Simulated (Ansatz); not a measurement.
## C(111) slab, H on the bottom face (176 atoms): a reference run and its variants

The cell holds 176 atoms: 160 C and 16 H. Its edges and angles: a = 10.089 Å, b = 10.089 Å, c = 19.842 Å, α = 90.0°, β = 90.0°, γ = 120.0°. It derives from C (diamond-structure). Diamond-structure C (a = 3.567 Å), (111) slab of 10 atomic planes, 4 x 4 surface cells, H on the broken bonds of the bottom face, 10 Å of vacuum; displaced by a Gaussian of 0.02 Å. Regions: slab, 160 atoms (160 C); hydrogen, 16 atoms (16 H). Vacuum lies along c.

Geometry: as built.

Reference run: Kohn-Sham DFT, PBE+D3(BJ), PAW (set soft_2), plane waves (Ansatz 0.2.0), cutoff 420 eV, k-mesh 2×2×1, gaussian smearing of 0.025 eV.

| Item | Value |
| --- | --- |
| r.m.s. force component | 1.44 eV/Å |
| spacing of highest filled and lowest empty level | 0.02 eV |
| SCF cycles | 26 |
| time | 6.7 min on 4 threads of Arm Neoverse V2, shared host |

**Question.** The same geometry is run again with each of these changes. How far do the results move, and how long does each run take?
- support functions medium
- support functions low
- support functions medium, radius 2.93 Å

Each row is set against the plane-wave reference (Kohn-Sham DFT, PBE+D3(BJ), PAW (set soft_2), plane waves; r.m.s. force component 1.44 eV/Å). Energies are set beside the reference only for runs with its functional, potentials and electron count. Times are for 4 threads of Arm Neoverse V2, shared host. The reference's time includes the DOS, ELF and grids, which some other runs skip.

```
                                    run  Δ force, r.m.s. (meV/Å)  share of r.m.s. force (%)  Δ energy (meV/atom)  cycles     time  host memory (GiB)
                              reference                        -                          -                    -      26  6.7 min                5.8
               support functions medium                     2.34                      0.163                -3.92      25    6 min                4.3
                  support functions low                     2.38                      0.165                -3.92      22  5.4 min                4.2
support functions medium, radius 2.93 Å                     2.36                      0.164                -3.92      25  5.6 min                4.1
```

Among numerical settings the force difference runs from 2.3 meV/Å (support functions medium) to 2.4 meV/Å (support functions low). Differences between support functions and plane waves include what basis error the plane-wave run still has. The force difference hardly changes among these support-function runs, which points to the basis of the plane-wave reference as its main source. The slab bears a dipole and has periodic images along its normal, so a spurious field crosses the vacuum. The main run has no spin polarisation, so any moments at edges, vacancies or dangling bonds can't form in it.

[Logs are printed without paths, hosts, clocks, repeated set-up lines and the standing remarks that a program may print on its own settings, such as how far it seeks lower states.]

[Hosts, paths, dates, database ids (printed as entryN), source tags and the programs' standing remarks are cut or masked in the printed files.]
